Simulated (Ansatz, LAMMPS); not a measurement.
# Relaxing glassy 52SiO2-10Al2O3-7FeO-21MgO-7CaO-3Na2O (mol %) (83 atoms), part 3 of 4

Wanted: the relaxed structure of glassy 52SiO2-10Al2O3-7FeO-21MgO-7CaO-3Na2O (mol %) (83 atoms) and its electronic structure.

Ansatz 0.2.0; Kohn-Sham DFT, PBE, PAW (set soft_2), plane waves.

The cell: 15 Si, 6 Al, 2 Fe, 6 Mg, 2 Ca, 2 Na and 50 O. The quench rate of 10 K/ps is orders of magnitude faster than experiment. The network of bonds at the start is that of the classical potential that made the cell. Without a Hubbard term or exact exchange, open shells on Fe are likely too delocalised. Sampling is at Γ alone, for a cell whose shortest periodic width is 10 Å.

So far, density (g/cm³): step 5 (local order after relaxation) 2.81.

## Step 6: Single point at the relaxed geometry

One more single point at the end of the walk gives the fuller output and checks the residual forces.

input.yaml

```yaml
crystal:
  lattice:
    - [10.14747, 0.0, 0.0]
    - [0.0, 10.14747, 0.0]
    - [0.0, 0.0, 10.14747]
  atoms:
    - { symbol: Si, position: [0.11515, 0.20712, 0.75931] }
    - { symbol: Si, position: [0.13109, 0.39217, 0.23333] }
    - { symbol: Si, position: [0.80933, 0.45712, 0.57647] }
    - { symbol: Si, position: [0.07395, 0.51407, 0.70964] }
    - { symbol: Si, position: [0.44335, 0.89345, 0.95736] }
    - { symbol: Si, position: [0.36199, 0.83547, 0.2549] }
    - { symbol: Si, position: [0.15021, 0.13911, 0.31973] }
    - { symbol: Si, position: [0.61285, 0.67622, 0.59861] }
    - { symbol: Si, position: [0.32595, 0.0072, 0.50433] }
    - { symbol: Si, position: [0.36681, 0.52295, 0.6499] }
    - { symbol: Si, position: [0.75967, 0.05043, 0.18292] }
    - { symbol: Si, position: [0.06062, 0.86469, 0.24777] }
    - { symbol: Si, position: [0.38637, 0.60934, 0.93922] }
    - { symbol: Si, position: [0.79446, 0.91467, 0.68803] }
    - { symbol: Si, position: [0.58381, 0.6223, 0.30871] }
    - { symbol: Al, position: [0.42025, 0.36037, 0.40215] }
    - { symbol: Al, position: [0.05016, 0.98834, 0.54486] }
    - { symbol: Al, position: [0.73131, 0.19874, 0.74457] }
    - { symbol: Al, position: [0.69613, 0.55718, 0.04586] }
    - { symbol: Al, position: [0.42288, 0.13696, 0.75823] }
    - { symbol: Al, position: [0.75573, 0.82185, 0.96347] }
    - { symbol: Fe, position: [0.25485, 0.20019, 0.00813], spin: 4.0 }
    - { symbol: Fe, position: [0.61162, 0.09873, 0.47853], spin: -4.0 }
    - { symbol: Mg, position: [0.88855, 0.58649, 0.31288] }
    - { symbol: Mg, position: [0.79667, 0.85032, 0.4039] }
    - { symbol: Mg, position: [0.4435, 0.12566, 0.19884] }
    - { symbol: Mg, position: [0.3971, 0.44759, 0.13801] }
    - { symbol: Mg, position: [0.61546, 0.24585, 0.98677] }
    - { symbol: Mg, position: [0.94255, 0.0289, 0.9831] }
    - { symbol: Ca, position: [0.92954, 0.31381, 0.99991] }
    - { symbol: Ca, position: [0.06628, 0.65405, 0.03216] }
    - { symbol: Na, position: [0.21187, 0.77446, 0.7304] }
    - { symbol: Na, position: [0.71488, 0.31495, 0.27675] }
    - { symbol: O, position: [0.62423, 0.11836, 0.13412] }
    - { symbol: O, position: [0.40867, 0.90989, 0.11876] }
    - { symbol: O, position: [0.38289, 0.51494, 0.80886] }
    - { symbol: O, position: [0.39822, 0.93865, 0.37471] }
    - { symbol: O, position: [0.68975, 0.54716, 0.64684] }
    - { symbol: O, position: [0.42216, 0.40207, 0.56646] }
    - { symbol: O, position: [0.80643, 0.16976, 0.89404] }
    - { symbol: O, position: [0.72937, 0.39207, 0.05588] }
    - { symbol: O, position: [0.67595, 0.80691, 0.66379] }
    - { symbol: O, position: [0.45352, 0.70668, 0.26911] }
    - { symbol: O, position: [0.38734, 0.02539, 0.88931] }
    - { symbol: O, position: [0.72528, 0.05326, 0.64363] }
    - { symbol: O, position: [0.52721, 0.47306, 0.31231] }
    - { symbol: O, position: [0.20936, 0.54397, 0.61869] }
    - { symbol: O, position: [0.0497, 0.88506, 0.09161] }
    - { symbol: O, position: [0.90737, 0.88775, 0.57153] }
    - { symbol: O, position: [0.42343, 0.27217, 0.06059] }
    - { symbol: O, position: [0.07664, 0.62278, 0.82277] }
    - { symbol: O, position: [0.81089, 0.65968, 0.97106] }
    - { symbol: O, position: [0.08971, 0.1402, 0.90569] }
    - { symbol: O, position: [0.95059, 0.53228, 0.60755] }
    - { symbol: O, position: [0.85427, 0.90076, 0.83559] }
    - { symbol: O, position: [0.64723, 0.70513, 0.43856] }
    - { symbol: O, position: [0.13842, 0.34412, 0.0817] }
    - { symbol: O, position: [0.27826, 0.5754, 0.04895] }
    - { symbol: O, position: [0.94859, 0.77299, 0.31732] }
    - { symbol: O, position: [0.73656, 0.01928, 0.34422] }
    - { symbol: O, position: [0.20849, 0.91527, 0.56686] }
    - { symbol: O, position: [0.36129, 0.76527, 0.89705] }
    - { symbol: O, position: [0.06388, 0.27318, 0.32597] }
    - { symbol: O, position: [0.52508, 0.57456, 0.01448] }
    - { symbol: O, position: [0.28217, 0.40422, 0.29745] }
    - { symbol: O, position: [0.78815, 0.91171, 0.10642] }
    - { symbol: O, position: [0.50124, 0.21104, 0.36994] }
    - { symbol: O, position: [0.20772, 0.79689, 0.27075] }
    - { symbol: O, position: [0.45268, 0.66063, 0.6099] }
    - { symbol: O, position: [0.24032, 0.10722, 0.19495] }
    - { symbol: O, position: [0.56563, 0.22368, 0.79422] }
    - { symbol: O, position: [0.06154, 0.36228, 0.77] }
    - { symbol: O, position: [0.88857, 0.14014, 0.15116] }
    - { symbol: O, position: [0.79444, 0.46336, 0.41917] }
    - { symbol: O, position: [0.27302, 0.21863, 0.7412] }
    - { symbol: O, position: [0.03656, 0.12337, 0.64697] }
    - { symbol: O, position: [0.03859, 0.52126, 0.22597] }
    - { symbol: O, position: [0.44393, 0.04682, 0.6045] }
    - { symbol: O, position: [0.59353, 0.86038, 0.9294] }
    - { symbol: O, position: [0.71007, 0.62845, 0.21154] }
    - { symbol: O, position: [0.24424, 0.13875, 0.4531] }
    - { symbol: O, position: [0.05484, 0.00252, 0.35469] }
    - { symbol: O, position: [0.79806, 0.31493, 0.64063] }
magnetization:
  spin_polarized: true
kpoints:
  mp_grid: { grid: [1, 1, 1] }
hamiltonian:
  xc: pbe
scf:
  occupations: { method: gaussian, width: 0.025 }
  lower_state_search: "off"
output:
  forces: true
  stress: true
  populations: true
  dos:
    method: { smearing: { sigma: 0.15 } }
    de: 0.1
    projected: { site_lists: { Al: [Al], Ca: [Ca], Fe: [Fe], Mg: [Mg], Na: [Na] } }
  eigenvalues: true
  write_density: true
  write_potential: true
  volumetric_format: npy
```

Command:

```console
> ansatz run input.yaml --threads 4 --pin off --max-ram 8192MiB --backend cpu --events-out ev --progress --plain --runs-dir out
```

Numbers of over 12 decimals in the logs are rounded to 6 here.

Output:

```text
[...]
Crystal: 83 atoms, lattice volume = 1044.897 Å³
Basis set: ecut = 420 eV, 20341 PW (Γ), exchange–correlation on 144×144×144 points (8 copies of the dense FFT grid, shifted against one another)
Bands: 341, of which v1, the nominal top of the filled ones, is band 254 counted from 1 (253 counted from 0)
Symmetry: 1 space group operations
[...]
k-points: 1
[...]
Starting moments: Σ|m| = 8 μB on 2 of 83 sites
[...]
SCF iter   1: F=—  HF=-68425.112470 eV  |F-HF|=—  |Δ(HF+E_count)|=         —  Δρ=1.24e-1 (↑1.24e-1 ↓1.24e-1)  dr2=7.49e2  dr2_m=3.85e1  M=0.012 μB ∫|m|=0.515 μB  β_m=0.30  ethr=3.10e-3  ⟨swp⟩=8.0  Hψ=3246  notcnv=0  defer=133
[...]
SCF iter  42: F=-68337.157109 eV  HF=-68337.157109 eV  |F-HF|=3.49e-8  |Δ(HF+E_count)|=   7.19e-9  Δρ=1.32e-6 (↑1.32e-6 ↓1.25e-6)  dr2=4.23e-8  dr2_m=7.74e-9  M=0.266 μB ∫|m|=8.111 μB  ethr=1.97e-11  ⟨swp⟩=18.0  Hψ=5983  notcnv=0
SCF 1 converged in 42 iterations: F = -68337.157109 eV  dr2 = 4.23e-8
[...]
SCF converged after 42 iterations
Magnetization: 0.2656 μB (254.1328 up, 253.8672 down)
Absolute magnetization: 8.1114 μB (∫|ρ↑−ρ↓|, with the PAW one-centre terms)
[...]
Per-site moments (μB) at R_I (Å): [(0.000691285, 0.666894), (0.00126199, 0.665464), (1.0283558412918539e-5, 0.654671), (1.623213863275894e-5, 0.656835), (0.000404086, 0.654242), [...]
Free energy (F): -68337.157109 eV
[...]
Internal energy: -68337.149518 eV  (E = F + TS)
E sigma→0 (E₀):  -68337.153313 eV
Entropy (-TS):   -0.007591 eV (-0.091 meV/atom)
Fermi energy:    7.082506 eV
[...]
--- Forces (eV/Å), atoms counted from 1 ---
  atom   1  Si    -0.00711602     0.00575883     0.01543929
  atom   2  Si     0.01805710    -0.01641314     0.00930384
  atom   3  Si     0.01171613     0.00270123     0.02050777
  atom   4  Si     0.02135905     0.00799264    -0.01401683
  atom   5  Si     0.03588621     0.01319052     0.01771129
  atom   6  Si     0.00284004     0.00225427     0.00393528
  atom   7  Si    -0.00912754     0.00271598     0.00074413
  atom   8  Si     0.00074499     0.00777491     0.00193939
  atom   9  Si     0.00609604    -0.00913435    -0.00633465
  atom  10  Si    -0.02118750     0.00606071    -0.01059835
  atom  11  Si     0.00620554     0.01081680    -0.00934085
  atom  12  Si     0.00046644     0.00624553     0.00087858
  atom  13  Si     0.02058869    -0.03715157     0.00883736
  atom  14  Si    -0.00308333     0.00921670    -0.02224213
[...]
atom  82  O      0.00583921    -0.00714992     0.00389487
  atom  83  O     -0.01751420    -0.01312577    -0.02406166
  max |Σ_I F_I| component: 5.77e-5 eV/Å
--- Stress (GPa, compression-positive) ---
        0.985971      -0.532505      -0.360781
       -0.532507       3.783620       0.256958
       -0.360771       0.256974       2.505368
  P = ⅓ Tr σ = 2.4250 GPa (24.250 kbar)
--- Band table (eV) ---
[...]
--- Löwdin populations: 83 sites ---
  site symbol       q [e]    m [muB]
     0     Si      2.3224     0.0034
     1     Si      2.3729     0.0030
     2     Si      2.3006     0.0002
[...]
82      O      6.8422     0.0002
  spilling = 0.010613 (of n_electrons = 508.000000)
```

It took 42 s on 4 threads of Intel Xeon 6975P-C (Granite Rapids), shared host; peak memory 2.3 GiB.

Numbers from this run:

- free energy: -68337.1571 eV
- free energy per atom: -823.3392 eV/atom
- SCF cycles: 42
- pressure: 2.425 GPa
- r.m.s. force component: 0.01095 eV/Å
- longest force: 0.04753 eV/Å
- Fermi energy: 7.083 eV
- levels partly filled by over 2 per cent: 2
- total moment: 0.2656 μB
- absolute moment: 8.111 μB
- spilling of the projection: 0.01061

Löwdin charges by element (they lack the spilled electrons, 0.065 e an atom on average):

```tsv
element	coordination	atoms	mean charge (e)	spread	least	most
Al	all	6	1.28	0.0445	1.22	1.35
Ca	all	2	1.77	0.0017	1.77	1.77
Fe	all	2	1.20	0.0455	1.16	1.25
Mg	all	6	1.64	0.0103	1.62	1.66
Na	all	2	0.802	0.0218	0.78	0.824
O	all	50	-0.899	0.110	-1.21	-0.751
Si	all	15	1.69	0.0476	1.57	1.75
```

Magnetic moments by element:

```tsv
element	coordination	atoms	mean moment (μB)	spread	least	most
Al	all	6	-4.0e-4	7.0e-4	-0.0019	0
Ca	all	2	3.0e-4	4.0e-4	0	7.0e-4
Fe	all	2	0.0607	3.19	-3.13	3.25
Mg	all	6	4.0e-4	7.0e-4	-5.0e-4	0.0012
Na	all	2	1.0e-4	1.0e-4	0	2.0e-4
O	all	50	0.0018	0.0249	-0.0798	0.109
Si	all	15	0	7.0e-4	-0.0015	0.0013
```

Density of states as counts of states in windows of 1 eV (from the Fermi level), total and the larger projections:

```tsv
from (eV)	to (eV)	total up	total down	Fe d
-14	-13	0.0	0.0	0.0
-13	-12	1.6	1.6	0.0
-12	-11	2.9	2.9	0.0
-11	-10	5.2	5.2	0.0
-10	-9	7.6	7.6	0.0
-9	-8	13.1	13.1	0.1
-8	-7	14.8	15.1	0.3
-7	-6	23.1	22.6	0.8
-6	-5	27.2	27.1	1.1
-5	-4	30.4	30.1	1.5
-4	-3	20.2	21.8	1.9
-3	-2	7.1	6.9	3.5
-2	-1	2.0	0.8	1.5
-1	0	1.5	0.7	1.9
0	1	3.0	2.7	4.6
1	2	1.5	2.6	2.0
2	3	1.9	2.1	0.1
3	4	8.0	8.0	0.1
4	5	15.0	15.0	0.1
```

Between -26 and -14 eV lie 124 more states.

The stored curve holds about 436 of the 508 electrons; the rest, give or take the few that broadening carries across the Fermi level, lie in deeper levels below its range.

Not all projections were asked for or kept, so they needn't add up to the total.

The levels nearest the highest filled one (over half full), pooled over k-points and spins:

```tsv
level less the highest filled one (eV)	occupation
-2.04	1
-1.89	1
-1.87	1
-1.16	1
-0.688	1
0	0.867
0.0394	0.133
0.473	0
0.589	0
0.671	0
0.81	0
1.06	0
```

Spin density in the bc plane at fractional x = 0.055, with atoms of Si and Al and Ca and O within 0.2 Å of it.

Ten even steps from '_' (-0.10 × 1e-2 e/Å³) to '@' (3.12 × 1e-2 e/Å³), each cell a mean:
```
______..::..____________________________________________
__..--##@@++..__________________________________________
__..==@@%%==..__________________________________________
__..::----::..__________________________________________
______......____________________________________________
________________________________________________________
________________________________________________________
________________________________________________________
______....______________________________________________
______..________________________________________________
________________________________________________________
________________________________________________________
________________________________________________________
________________________________________________________
________________________________________________________
..______________________________________________________
________________________________________________________
______________________________..________________________
__________________________::==..________________________
__________________......____::..________________________
__________________..--::..______________________________
________________..::--::..______________________________
__________________..::....______________________________
________________________________________________________
```
Columns run along b (10.1 Å), rows up along c (10.1 Å). Atoms in or near the plane, at fractional coordinates: Si at (0.51, 0.71), Si at (0.86, 0.25), Al at (0.99, 0.54), Ca at (0.65, 0.03), O at (0.89, 0.09), O at (0.27, 0.33), O at (0.36, 0.77), O at (0.12, 0.65), O at (0.52, 0.23), O at (0.00, 0.35).

Electrostatic potential energy in the bc plane at fractional x = 0.055, with atoms of Si and Al and Ca and O within 0.2 Å of it. With pseudopotentials it is smooth inside the atoms' cores, unlike the true potential.

Ten even steps from '_' (-44 eV) to '@' (11 eV), each cell a mean:
```
%%%%%%%%##@@@@@@@@@@@@@@@@@@@@%%##==::==**%%@@@@@@@@@@@@
@@@@##--::**@@@@@@@@@@@@@@@@@@@@@@%%##%%%%@@@@@@@@@@@@@@
@@@@##--::++@@@@@@@@@@@@@@@@@@@@%%**##@@@@@@@@@@@@@@@@@@
@@@@@@##**##%%%%@@%%##%%@@@@@@%%==..--##@@@@@@@@@@@@@@@@
@@@@@@%%##++==**##--..==%%######--..::##@@@@@@@@@@@@@@@@
@@@@@@%%**::::++++..__..**--..::++++##@@@@@@@@@@@@@@@@@@
@@@@%%##**====**##++--++++______--%%@@@@@@@@@@@@@@@@@@@@
@@%%==..::**##%%@@@@@@%%**..____==%%@@@@@@@@@@@@@@@@@@@@
####--__..**@@@@@@@@@@@@%%**++++##@@@@@@@@@@@@@@@@%%####
******==**@@@@@@@@@@@@@@@@%%%%%%@@@@@@@@@@@@@@@@%%##++**
##**##%%@@@@@@@@@@@@@@@@@@@@@@@@@@@@@@@@@@@@@@@@%%****##
**++##%%@@@@@@@@@@@@@@@@@@@@@@@@@@@@@@@@@@@@@@@@%%##++**
**##%%@@@@@@@@@@@@@@@@@@@@@@@@@@@@@@@@@@@@@@@@@@@@%%****
**##%%%%@@@@@@@@@@@@@@@@@@@@@@@@@@@@@@@@@@@@@@@@@@@@%%##
..--##%%%%%%%%****@@@@@@@@@@@@@@@@@@@@@@@@@@@@@@@@%%##::
__::######%%==__..++@@@@@@@@@@@@@@@@@@@@@@@@%%######++__
--**%%####%%==....++%%%%%%%%%%%%@@@@@@@@@@%%**::..--**==
%%@@%%%%%%%%%%****##**++##++::--##@@@@@@@@%%==______==##
@@@@@@@@@@@@@@@@@@##**++**--__..**@@@@@@@@%%==______==%%
@@@@@@@@@@@@@@@@@@%%####%%**====%%@@@@@@@@%%##++--++##@@
@@@@@@@@@@@@@@@@@@@@%%%%@@@@@@@@%%%%####%%%%%%**::::**@@
@@@@@@@@@@@@@@@@@@@@@@@@@@@@@@%%##==::--**%%@@==____==@@
@@@@@@@@@@@@@@@@@@@@@@@@@@@@@@%%++______==##@@##--::**@@
@@%%@@@@@@@@@@@@@@@@@@@@@@@@@@%%++______==##@@@@@@%%@@@@
```
Columns run along b (10.1 Å; values clipped at the 3rd and 97th percentile), rows up along c (10.1 Å). Atoms in or near the plane, at fractional coordinates: Si at (0.51, 0.71), Si at (0.86, 0.25), Al at (0.99, 0.54), Ca at (0.65, 0.03), O at (0.89, 0.09), O at (0.27, 0.33), O at (0.36, 0.77), O at (0.12, 0.65), O at (0.52, 0.23), O at (0.00, 0.35).

Mean Löwdin charges: Al +1.28, Ca +1.77, Fe +1.20, Mg +1.64, Na +0.80, O -0.90 e (they miss 1.1 % of the electrons, so they add up to more than the cell's charge). The cell holds a total moment of 0.266 μB, from site moments of up to 3.2 μB that point both ways; no search proves this magnetic order the lowest.

Local excerpt of 11 atoms (numbers count through the whole input) about O50, whose charge lies farthest from its element's mean; x, y, z are measured from there.

```tsv
atom	x	y	z	distance (Å)	bonds	Löwdin charge (e)	moment (μB)
O50	0.00	0.00	0.00	0.00	4	-1.21	0.11
Fe22	-1.71	-0.73	-0.53	1.93	4	1.25	3.25
Mg27	-0.27	1.78	0.79	1.96	5	1.66	0.00
Mg26	0.20	-1.49	1.40	2.05	5	1.62	0.00
Mg28	1.95	-0.27	-0.75	2.10	5	1.64	0.00
O34	2.04	-1.56	0.75	2.67	4	-1.07	0.00
O70	-1.86	-1.67	1.36	2.85	3	-0.94	0.04
O57	-2.89	0.73	0.21	2.99	3	-0.96	0.06
O44	-0.37	-2.50	-1.74	3.07	2	-0.85	0.02
O65	-1.43	1.34	2.40	3.10	3	-0.91	0.00
O71	1.44	-0.49	-2.70	3.10	3	-0.97	0.00
```

The column of bonds counts only the pairs O-Si within 2.12 Å, O-Al within 2.27 Å, O-Mg within 2.52 Å, O-Ca within 2.83 Å, O-Fe within 2.38 Å, O-Na within 2.71 Å; other neighbours, such as metal atoms beside each other in a compound, aren't counted, and periodic images can show an atom twice.

(Part 3 of 4 ends here.)

[Logs are printed without paths, hosts, clocks, repeated set-up lines and the standing remarks that a program may print on its own settings, such as how far it seeks lower states.]

[Hosts, paths, dates, database ids (printed as entryN), source tags and the programs' standing remarks are cut or masked in the printed files.]
